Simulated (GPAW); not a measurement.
Consider Mo (Im-3m).

```
Mo
1.0
    -1.57342    1.57342    1.57342
     1.57342   -1.57342    1.57342
     1.57342    1.57342   -1.57342
Mo
1
Direct
  0.00000 0.00000 0.00000
```

Absorber: atom 1, with 8 Mo at 2.73 Å and 6 Mo at 3.15 Å (cube and octahedron, as in bcc, site symmetry m-3m). Method: GPAW, revPBE, excited-electron core hole (neutral cell), 8-atom cell with 5.5 Å between holes, 8×8×8 k points, dipole transitions, Gaussian full width 1.78 eV up to 4 eV, rising linearly to 3.5 eV at 25 eV.

Q: Where do the maxima of the Mo L₃ edge fall?

Main maxima up to 30 eV above the zero (height): 1.2 eV (3.78) and 12.4 eV (0.84). At an L edge the dipole rule selects empty d (and weakly s) states on the absorber, and the strong line at the onset measures the empty part of its d band. 

The Mo L₃ spectrum (energy from the lowest empty level; intensity scaled to a mean of 1 over the first 20 eV):

```csv
E (eV),intensity
-2.0,0.02
-1.0,0.38
0.0,2.20
1.0,3.76
2.0,3.13
3.0,1.84
4.0,0.96
5.0,0.56
6.0,0.45
7.0,0.39
8.0,0.33
9.0,0.31
10.0,0.46
11.0,0.70
12.0,0.83
13.0,0.82
14.0,0.75
15.0,0.69
16.0,0.64
17.0,0.60
18.0,0.61
19.0,0.64
20.0,0.60
21.0,0.47
22.0,0.40
23.0,0.41
24.0,0.46
25.0,0.50
26.0,0.52
27.0,0.53
28.0,0.53
29.0,0.52
30.0,0.49
31.0,0.48
32.0,0.50
```

Only the L₃ part is meant: spin–orbit coupling of the core level isn't computed and the L₂ copy isn't added. The script folds with a Gaussian, whereas the core hole's own line is a Lorentzian, so the onset is too steep and the first peak too high. The holes are only 5.5 Å apart, so the shape is probably not converged with cell size; no larger cell was run here. Lifetime broadening is put in by hand, and intensities beyond about 20 eV depend on it and on the partial waves; weight that the partial waves miss at high energy is lost. The structure is a published determination, not relaxed.

[Banner, clock and machine lines of the logs are left out without a mark of their own.]

[Logs are printed without paths, hosts, clocks, repeated set-up lines and the standing remarks that a program may print on its own settings, such as how far it seeks lower states.]

[Hosts, paths, dates, database ids (printed as entryN), source tags and the programs' standing remarks are cut or masked in the printed files.]

[Lists of maxima count a maximum above −3 eV only where it reaches 4 % of the highest in the window and stands out from its surroundings by 2 % of it (1.5 % where it reaches 55 %); shoulders and weaker maxima are passed over, and of the rest the first, up to two pre-edge ones and the few strongest are named.]
